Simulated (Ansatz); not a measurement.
# Lattice dynamics of (BaO)2(AgCl)2 [001] superlattice, started as rocksalt type

Aim: the phonons of (BaO)2(AgCl)2 [001] superlattice, started as rocksalt type at a cell relaxed beforehand at this level.

Program: Ansatz 0.2.0. Level of theory: DFT PBE, scalar-relativistic, plane waves, PAW. Results are calculated unless marked as measured.

The structure was built from a prototype and need not be the compound's stable phase.

## 1. Starting point

The structure is tetragonal, space group P4/nmm (No. 129). The conventional cell has a = 3.901 Å, b = 3.901 Å, c = 11.464 Å, α = 90.00°, β = 90.00°, γ = 90.00°. Ag has 1 O at 2.39 Å and 4 Cl at 2.86 Å nearest. Nearest to Ba lie 5 O at 2.73 to 2.76 Å and 1 Cl at 3.04 Å. Cl has 4 Ag at 2.86 Å and 1 Ba at 3.04 Å nearest. O has 1 Ag at 2.39 Å and 5 Ba at 2.73 to 2.76 Å nearest. Farther neighbours and most contacts between anions are not listed.

Coordinates:

```cif
data_structure
_symmetry_space_group_name_H-M 'P4/nmm:1'
_symmetry_Int_Tables_number 129
_cell_length_a 3.9008
_cell_length_b 3.9008
_cell_length_c 11.4645
_cell_angle_alpha 90.000
_cell_angle_beta 90.000
_cell_angle_gamma 90.000
_cell_volume 174.45
loop_
_atom_site_label
_atom_site_type_symbol
_atom_site_symmetry_multiplicity
_atom_site_Wyckoff_symbol
_atom_site_fract_x
_atom_site_fract_y
_atom_site_fract_z
_atom_site_occupancy
Ag1 Ag 2 c 0.50000 0.00000 0.32335 1
Ba1 Ba 2 c 0.50000 0.00000 0.87643 1
Cl1 Cl 2 c 0.00000 0.50000 0.38842 1
O1 O 2 c 0.00000 0.50000 0.88547 1
```

## 2. Modes at Γ

The cell comes from relaxations at this level that are not shown. The zone centre is the only wavevector solved here; it holds the modes that light can see, as far as symmetry allows. The response to a homogeneous field gives the Born charges and the dielectric tensor, and its change with displacement the Raman tensors.

Contents of input.yaml:

```yaml
crystal:
  lattice:
    - [2.7583081714, 2.7583081714, 0.0]
    - [-2.7583081714, 2.7583081714, 0.0]
    - [0.0, 0.0, 11.4644651175]
  atoms:
    - { symbol: Ag, position: [0.0, 0.0, 0.4483515468] }
    - { symbol: Ag, position: [0.5, 0.5, 0.8016484532] }
    - { symbol: Ba, position: [0.0, 0.0, 0.0014295058] }
    - { symbol: Ba, position: [0.5, 0.5, 0.2485704942] }
    - { symbol: Cl, position: [0.5, 0.5, 0.5134161076] }
    - { symbol: Cl, position: [0.0, 0.0, 0.7365838924] }
    - { symbol: O, position: [0.5, 0.5, 0.0104690207] }
    - { symbol: O, position: [0.0, 0.0, 0.2395309793] }
kpoints:
  mp_grid: { grid: [8, 8, 2] }
hamiltonian:
  xc: pbe
scf:
  occupations: { method: fixed }
output:
  eigenvalues: true
phonons:
  method: dfpt
  dielectric: true
  rigid_motions: translations
  raman: true
```

Started as:

```console
$ ansatz run input.yaml --threads 4 --pin off --max-ram 14336MiB --backend cpu --events-out ev --progress --plain --runs-dir out
```

Numbers of over 12 decimals in the logs are rounded to 6 here.

The program printed:

```text
Engine: ansatz 0.2.0, aarch64-unknown-linux-gnu
Pseudopotentials: kind: paw
Pseudopotential: Ag, paw, valence charge 19, recommended cutoff 420 eV (normal), Ag.paw.azcp
Pseudopotential: Ba, paw, valence charge 10, recommended cutoff 420 eV (normal), Ba.paw.azcp
Pseudopotential: Cl, paw, valence charge 7, recommended cutoff 420 eV (normal), Cl.paw.azcp
Pseudopotential: O, paw, valence charge 6, recommended cutoff 420 eV (normal), O.paw.azcp
Functional definition: PBE
  parameter kappa = 0.804
  parameter beta = 0.066725
  exchange = pbe_x(kappa = kappa, mu = beta*pi^2/3)
  correlation = pbe_c(beta = beta)
Crystal: 8 atoms, lattice volume = 174.449 Å³
Basis set: ecut = 420 eV, 3399 PW (Γ), exchange–correlation on 60×60×160 points (8 copies of the dense FFT grid, shifted against one another)
Bands: 51, of which v1, the nominal top of the filled ones, is band 42 counted from 1 (41 counted from 0)
Symmetry: 16 space group operations
k-points: 42 of 128 (irreducible under 2 space group operations, time reversal used)
Non-local potential: Ag, projectors of the file, l = 0: 3, l = 1: 2, l = 2: 2, l = 3: 1
Non-local potential: Ba, projectors of the file, l = 0: 3, l = 1: 2, l = 2: 2, l = 3: 2
Non-local potential: Cl, projectors of the file, l = 0: 2, l = 1: 2, l = 2: 2
Non-local potential: O, projectors of the file, l = 0: 2, l = 1: 2, l = 2: 1
PAW form: soft (Blöchl's): semilocal exchange-correlation on the pseudo side does not see the compensation charge
PAW one-centre angular grid: Ag, 590 points (default); XC on 64 Gauss nodes
PAW one-centre angular grid: Ba, 194 points (default); XC on 64 Gauss nodes
PAW one-centre angular grid: Cl, 110 points (default); XC on 64 Gauss nodes
PAW one-centre angular grid: O, 110 points (default); XC on 64 Gauss nodes
Initial density: superposition of atomic densities (neutral atoms: chi_scale 0, normalization atom), corrected by the library's trained network
Initial wavefunctions: pseudopotential atomic-orbital guess
Functional: x = pbe(κ = 0.804, μ = 0.219515), c = pbe(β = 0.066725)
SCF iter   1: F=—  HF=-30381.122917 eV  |F-HF|=—  |Δ(HF+E_count)|=         —  Δρ=1.49e-3  dr2=8.04e-3  ethr=1.77e-3  ⟨swp⟩=4.4  Hψ=7333  notcnv=0  defer=281
preconditioner: auto → Resta (q_TF=auto, 2.415 Å⁻¹)  ε∞=5.7  [insulator: Δε(μ)=1.718 eV  Ē_g=10.426 eV  n_scr=48 (ndim 8)  ℏωp=22.5 eV  f_vac=0.017  ε∞_Penn≈5.7]
SCF iter   2: F=—  HF=-30381.121670 eV  |F-HF|=—  |Δ(HF+E_count)|=   1.25e-3  Δρ=7.91e-4  dr2=1.62e-3  ethr=9.57e-6  ⟨swp⟩=2.6  Hψ=4614  notcnv=0  defer=292
SCF iter   3: F=—  HF=-30381.121798 eV  |F-HF|=—  |Δ(HF+E_count)|=   1.28e-4  Δρ=6.51e-4  dr2=6.62e-4  ethr=1.92e-6  ⟨swp⟩=2.0  Hψ=3769  notcnv=0  defer=294
SCF iter   4: F=—  HF=-30381.121696 eV  |F-HF|=—  |Δ(HF+E_count)|=   1.02e-4  Δρ=1.34e-4  dr2=6.53e-5  ethr=7.88e-7  ⟨swp⟩=2.0  Hψ=3450  notcnv=0  defer=282
SCF iter   5: F=—  HF=-30381.121700 eV  |F-HF|=—  |Δ(HF+E_count)|=   3.96e-6  Δρ=6.87e-5  dr2=1.14e-5  ethr=7.77e-8  ⟨swp⟩=2.1  Hψ=3694  notcnv=0  defer=221
SCF iter   6: F=—  HF=-30381.121708 eV  |F-HF|=—  |Δ(HF+E_count)|=   7.84e-6  Δρ=3.23e-5  dr2=1.53e-6  ethr=1.36e-8  ⟨swp⟩=2.0  Hψ=3369  notcnv=0  defer=189
SCF iter   7: F=—  HF=-30381.121712 eV  |F-HF|=—  |Δ(HF+E_count)|=   4.59e-6  Δρ=9.32e-6  dr2=1.20e-7  ethr=1.82e-9  ⟨swp⟩=2.0  Hψ=3744  notcnv=0  defer=164
SCF iter   8: F=—  HF=-30381.121712 eV  |F-HF|=—  |Δ(HF+E_count)|=   1.55e-7  Δρ=2.34e-6  dr2=1.03e-8  ethr=1.43e-10  ⟨swp⟩=2.0  Hψ=3736  notcnv=0  defer=164
SCF iter   9: F=—  HF=-30381.121712 eV  |F-HF|=—  |Δ(HF+E_count)|=   2.27e-8  Δρ=4.84e-7  dr2=5.25e-10  ethr=1.22e-11  ⟨swp⟩=2.0  Hψ=3606  notcnv=0  defer=164
SCF iter  10: F=-30381.121712 eV  HF=-30381.121712 eV  |F-HF|=1.46e-11  |Δ(HF+E_count)|=  8.26e-10  Δρ=1.07e-7  dr2=2.47e-11  ethr=1.00e-12  ⟨swp⟩=17.3  Hψ=15928  notcnv=0
SCF 1 converged in 10 iterations: F = -30381.121712 eV  dr2 = 2.47e-11
  greatest PAW one-centre occupation: 1.000 electrons in one spin orbital (limit 2), on the Ag atom at site 1 (counted from 0), in its partial waves of l = 0
DFPT response loops at Γ: preconditioner auto → Resta (q_TF=auto, 2.415 Å⁻¹)  ε∞=5.8 (no band partly filled); β = 1.00, the filter's whole step (`scf.mixing.beta` (0.50) is not read by the response loops at its default; to damp them type it under 1.00, their step now; it binds the ground state too); Broyden in place of MSR1
── the response to a field inside a basis, on 10×10×4 k-points: an SCF that follows is theirs, and a resumed run solves both again ──
Bands: 43, of which v1, the nominal top of the filled ones, is band 42 counted from 1 (41 counted from 0)
k-points: 30
Initial density: handed on by an earlier stage of this run
Initial wavefunctions: pseudopotential atomic-orbital guess (no wavefunctions were taken with the density)
Eigensolver: Dense (30 Hₖ)
SCF iter   1: F=—  HF=-30380.720435 eV  |F-HF|=—  |Δ(HF+E_count)|=         —  Δρ=7.74e-4  dr2=3.40e-4  ethr=1.00e-1
preconditioner: auto → Resta (q_TF=auto, 2.415 Å⁻¹)  ε∞=7.8  [insulator: Δε(μ)=1.900 eV  Ē_g=8.619 eV  n_scr=48 (ndim 8)  ℏωp=22.5 eV  f_vac=0.016  ε∞_Penn≈7.8]
SCF iter   2: F=—  HF=-30380.720535 eV  |F-HF|=—  |Δ(HF+E_count)|=   9.96e-5  Δρ=3.78e-4  dr2=1.03e-4  ethr=4.05e-7
SCF iter   3: F=—  HF=-30380.720587 eV  |F-HF|=—  |Δ(HF+E_count)|=   5.26e-5  Δρ=1.82e-4  dr2=2.77e-5  ethr=1.22e-7
SCF iter   4: F=—  HF=-30380.720600 eV  |F-HF|=—  |Δ(HF+E_count)|=   1.24e-5  Δρ=7.65e-5  dr2=1.05e-5  ethr=3.29e-8
SCF iter   5: F=—  HF=-30380.720599 eV  |F-HF|=—  |Δ(HF+E_count)|=   1.27e-6  Δρ=1.61e-5  dr2=3.82e-7  ethr=1.25e-8
SCF iter   6: F=—  HF=-30380.720599 eV  |F-HF|=—  |Δ(HF+E_count)|=   3.66e-7  Δρ=4.56e-6  dr2=3.63e-8  ethr=4.55e-10
SCF iter   7: F=—  HF=-30380.720599 eV  |F-HF|=—  |Δ(HF+E_count)|=   5.71e-8  Δρ=1.01e-6  dr2=1.77e-9  ethr=4.32e-11
SCF iter   8: F=-30380.720599 eV  HF=-30380.720599 eV  |F-HF|=1.06e-10  |Δ(HF+E_count)|=   2.92e-9  Δρ=1.66e-7  dr2=5.13e-11  ethr=2.10e-12
SCF 1 converged in 8 iterations: F = -30380.720599 eV  dr2 = 5.13e-11
DFPT response loops at Γ: preconditioner auto → Resta (q_TF=auto, 2.415 Å⁻¹)  ε∞=5.6 (no band partly filled); β = 1.00, the filter's whole step (`scf.mixing.beta` (0.50) is not read by the response loops at its default; to damp them type it under 1.00, their step now; it binds the ground state too); Broyden in place of MSR1
DFPT response loops at Γ: mixed as the last ones told, above
[...]
Γ frequencies (cm⁻¹): 0.00 0.00 0.00 38.65 38.65 52.69 52.69 61.01 61.13 61.13 74.13 74.13 78.49 88.44 88.44 107.25 159.18 162.36 162.36 170.38 170.38 198.21 307.49 308.57
  ε∞ (high-frequency dielectric tensor):
        4.669576    -0.000000     0.000000
       -0.000000     4.669576     0.000000
        0.000000     0.000000     4.441274
  ε⁰ (static dielectric tensor: ions relaxed, cell fixed):
       37.231179     0.000000    -0.000000
        0.000000    37.231179     0.000000
       -0.000000     0.000000    11.762562
  ε⁰ − ε∞ (ionic part):
       32.561603     0.000000    -0.000000
        0.000000    32.561603     0.000000
       -0.000000     0.000000     7.321289
  softest optical mode at Γ: 38.65 cm⁻¹; the repairs (sum rule, projections) moved no ω² at Γ by more than (2.15 cm⁻¹)²
  Born effective charges Z* (e; rows j = field, columns β = displacement):
    site 0:
         1.28977    0.00000    0.00000
        -0.00000    1.28977    0.00000
         0.00000    0.00000    1.35891
    site 1:
         1.28977    0.00000    0.00000
        -0.00000    1.28977    0.00000
        -0.00000   -0.00000    1.35891
    site 2:
         2.78643    0.00000   -0.00000
        -0.00000    2.78643   -0.00000
         0.00000    0.00000    2.42393
    site 3:
         2.78643    0.00000    0.00000
        -0.00000    2.78643    0.00000
         0.00000    0.00000    2.42393
    site 4:
        -1.52837   -0.00000   -0.00000
         0.00000   -1.52837   -0.00000
         0.00000    0.00000   -1.41705
    site 5:
        -1.52837   -0.00000    0.00000
         0.00000   -1.52837    0.00000
         0.00000    0.00000   -1.41705
    site 6:
        -2.54783    0.00000    0.00000
        -0.00000   -2.54783   -0.00000
         0.00000    0.00000   -2.36580
    site 7:
        -2.54783    0.00000    0.00000
        -0.00000   -2.54783    0.00000
         0.00000    0.00000   -2.36580
  Z* charge neutrality: 3.566e-2 e pre-enforcement
  solved inside a basis spanned on kpoints, on 10×10×4 k-points transformed towards the longest dipole: ε∞ is read to err by 2.7e-2, Z* by 2.7e-2 e (field_mesh: kpoints solves on kpoints); Z* is corrected for what the basis lacks
  Raman tensors (in the event stream and the table raman_tensors.tsv): an entry may err by 4.5e-1 Å², one of the second-order susceptibility by 1.6e-18 pm/V (basis, points and sum rule); their sum over the sites missed zero by 1.776e-15 Å² ahead of its enforcement
  optical modes at Γ without the LO–TO term, one row a degenerate level:
      ω (cm⁻¹)  modes    IR ((D/Å)²/amu)  static Raman (Å⁴/amu)  depolarisation
         38.65      2             0.0000                 0.6439           0.750
         52.69      2             3.0215                 0.0000               —
         61.01      1             0.0000                11.0513           0.133
         61.13      2            10.6670                 0.0000               —
         74.13      2             0.0000                 0.0131           0.750
         78.49      1             1.3385                 0.0000               —
         88.44      2             0.0000                 0.0021           0.750
        107.25      1             0.0000                 4.5096           0.000
        159.18      1             5.8557                 0.0000               —
        162.36      2            36.4759                 0.0000               —
        170.38      2             0.0000                 1.1846           0.750
        198.21      1             0.0000                83.9414           0.473
        307.49      1             0.0000                61.9808           0.252
        308.57      1            14.3254                 0.0000               —
  optical modes at Γ + LO–TO along q̂ = [1.0000, 0.0000, 0.0000]:
      ω (cm⁻¹)  modes    IR ((D/Å)²/amu)  static Raman (Å⁴/amu)  depolarisation
         38.65      2             0.0000                 0.6439           0.750
         52.69      1             1.5107                 0.0000               —
         54.44      1             0.0028                 0.0000               —
         61.01      1             0.0000                11.0513           0.133
         61.13      1             5.3335                 0.0000               —
         74.13      2             0.0000                 0.0131           0.750
         78.49      1             1.3385                 0.0000               —
         88.44      2             0.0000                 0.0021           0.750
         91.89      1             0.4233                 0.0000               —
        107.25      1             0.0000                 4.5096           0.000
        159.18      1             5.8557                 0.0000               —
        162.36      1            18.2380                 0.0000               —
        170.38      2             0.0000                 1.1846           0.750
        198.21      1             0.0000                83.9414           0.473
        295.19      1            24.6561                 0.0000               —
        307.49      1             0.0000                61.9808           0.252
        308.57      1            14.3254                 0.0000               —
  optical modes at Γ + LO–TO along q̂ = [0.0000, 1.0000, 0.0000]:
      ω (cm⁻¹)  modes    IR ((D/Å)²/amu)  static Raman (Å⁴/amu)  depolarisation
         38.65      2             0.0000                 0.6439           0.750
         52.69      1             1.5107                 0.0000               —
         54.44      1             0.0028                 0.0000               —
         61.01      1             0.0000                11.0513           0.133
         61.13      1             5.3335                 0.0000               —
         74.13      2             0.0000                 0.0131           0.750
         78.49      1             1.3385                 0.0000               —
         88.44      2             0.0000                 0.0021           0.750
         91.89      1             0.4233                 0.0000               —
        107.25      1             0.0000                 4.5096           0.000
        159.18      1             5.8557                 0.0000               —
        162.36      1            18.2380                 0.0000               —
        170.38      2             0.0000                 1.1846           0.750
        198.21      1             0.0000                83.9414           0.473
        295.19      1            24.6561                 0.0000               —
        307.49      1             0.0000                61.9808           0.252
        308.57      1            14.3254                 0.0000               —
  optical modes at Γ + LO–TO along q̂ = [0.0000, 0.0000, 1.0000]:
      ω (cm⁻¹)  modes    IR ((D/Å)²/amu)  static Raman (Å⁴/amu)  depolarisation
         38.65      2             0.0000                 0.6439           0.750
         52.69      2             3.0215                 0.0000               —
         61.01      1             0.0000                11.0513           0.133
         61.13      2            10.6670                 0.0000               —
         74.13      2             0.0000                 0.0131           0.750
         87.85      1             0.2305                 0.0000               —
         88.44      2             0.0000                 0.0021           0.750
        107.25      1             0.0000                 4.5096           0.000
        162.36      2            36.4759                 0.0000               —
        170.38      2             0.0000                 1.1846           0.750
        189.23      1             2.2368                 0.0000               —
        198.21      1             0.0000                83.9414           0.473
        307.49      1             0.0000                61.9808           0.252
        377.40      1            19.0522                 0.0000               —
[key lines of the parts left out:]
SCF converged after 10 iterations
Free energy (F): -30381.121712 eV
Fermi energy:    7.639068 eV
```

Wall time 8 min (4 threads of Arm Neoverse V2, shared host); peak memory 3.3 GiB; 31 min of CPU time.

Numbers from this step:

```
gap on the k-mesh                                       : 1.758 eV
volume per atom                                         : 21.81 Å³
sum-rule residual before enforcement                    : 1.32e-4 eV/Å²
miss of the charge sum rule                             : 0.03566 e
estimated error of the dielectric tensor                : 0.02658
estimated error of the Born charges                     : 0.02686 e
point group                                             : 4/mmm
highest optical mode at the zone centre (no LO-TO term) : 308.6 cm⁻¹
lowest optical zone-centre mode                         : 38.65 cm⁻¹
mean high-frequency dielectric constant                 : 4.593
largest Born charge (third of the trace)                : 2.666 e
mean static dielectric constant                         : 28.74
top of the zone-centre spectrum with the field          : 377.4 cm⁻¹
```

Without the LO-TO term. Patterns of degenerate modes are one choice out of their space. The modes at Γ (shares of kinetic energy by element, %):

```tsv
mode	frequency (cm⁻¹)	symmetry	Ag %	Ba %	Cl %	O %
1	0.0	acoustic	36	46	12	5
2	0.0	acoustic	36	46	12	5
3	0.0	acoustic	36	46	12	5
4	38.6	Eg	87	9	3	1
5	38.6	Eg	87	9	3	1
6	52.7	Eu	28	48	24	0
7	52.7	Eu	28	48	24	0
8	61.0	A1g	90	4	4	2
9	61.1	Eu	36	1	62	2
10	61.1	Eu	36	1	62	2
11	74.1	Eg	10	89	0	1
12	74.1	Eg	10	89	0	1
13	78.5	A2u	64	25	8	3
14	88.4	Eg	4	0	94	2
15	88.4	Eg	4	0	94	2
16	107.2	A1g	8	79	12	2
17	159.2	A2u	0	24	75	1
18	162.4	Eu	0	5	2	92
19	162.4	Eu	0	5	2	92
20	170.4	Eg	0	1	3	96
21	170.4	Eg	0	1	3	96
22	198.2	A1g	1	12	83	4
23	307.5	A1g	1	4	1	93
24	308.6	A2u	0	4	5	91
```

Displacements in mode 5 (38.6 cm⁻¹), the largest set to 1:
```
Ag1  1.00  0.27  0.00
Ag2 -1.00 -0.27  0.00
Ba3 -0.29 -0.08  0.00
Ba4  0.29  0.08  0.00
Cl5  0.33  0.09  0.00
Cl6 -0.33 -0.09  0.00
O7  -0.26 -0.07  0.00
O8   0.26  0.07  0.00
```

Displacements in mode 19 (162.4 cm⁻¹), the largest set to 1:
```
Ag1 -0.01  0.00  0.00
Ag2 -0.01  0.00  0.00
Ba3 -0.08  0.00  0.00
Ba4 -0.08  0.00  0.00
Cl5 -0.11  0.00  0.00
Cl6 -0.11  0.00  0.00
O7   1.00  0.00  0.00
O8   1.00  0.00  0.00
```

Optical modes at the zone centre, without and with the macroscopic field of the longitudinal modes; each column is sorted by frequency, so a row need not hold one and the same mode. Modes with and without the field, by row:

```tsv
rank among optical modes	no field (cm⁻¹)	q along (1, 0, 0) (cm⁻¹)	q along (0, 0, 1) (cm⁻¹)
1	38.6	38.6	38.6
2	38.6	38.6	38.6
3	52.7	52.7	52.7
4	52.7	54.4	52.7
5	61	61	61
6	61.1	61.1	61.1
7	61.1	74.1	61.1
8	74.1	74.1	74.1
9	74.1	78.5	74.1
10	78.5	88.4	87.8
11	88.4	88.4	88.4
12	88.4	91.9	88.4
13	107.2	107.2	107.2
14	159.2	159.2	162.4
15	162.4	162.4	162.4
16	162.4	170.4	170.4
17	170.4	170.4	170.4
18	170.4	198.2	189.2
19	198.2	295.2	198.2
20	307.5	307.5	307.5
21	308.6	308.6	377.4
```

Born charge (rows field, columns displacement) (e), principal values of the symmetric part by kind of site:

```tsv
atom	atoms with these values	low	middle	high	mean
Ag1	2	1.29	1.29	1.36	1.31
Ba3	2	2.42	2.79	2.79	2.67
Cl5	2	-1.53	-1.53	-1.42	-1.49
O7	2	-2.55	-2.55	-2.37	-2.49
```

In full for Ba3:

```
2.79 0.00 0.00
0.00 2.79 0.00
0.00 0.00 2.42
```

High-frequency dielectric tensor:

```
4.67 0.00 0.00
0.00 4.67 0.00
0.00 0.00 4.44
```

Static dielectric tensor (ions relaxed, fixed cell):

```
37.23  0.00  0.00
 0.00 37.23  0.00
 0.00  0.00 11.76
```

Transverse modes. Infrared lines, with heights relative to the strongest:

```tsv
position (cm⁻¹)	lines merged	relative intensity
39	1	0.0
53	1	8.3
61	2	29
74	1	0.0
78	1	3.7
88	1	0.0
107	1	0.0
159	1	16
162	1	100
170	1	0.0
198	1	0.0
308	1	0.0
309	1	39
```

(Part 1 of 2 ends here.)

[Logs are printed without paths, hosts, clocks, repeated set-up lines and the standing remarks that a program may print on its own settings, such as how far it seeks lower states.]

[Hosts, paths, dates, database ids (printed as entryN), source tags and the programs' standing remarks are cut or masked in the printed files.]
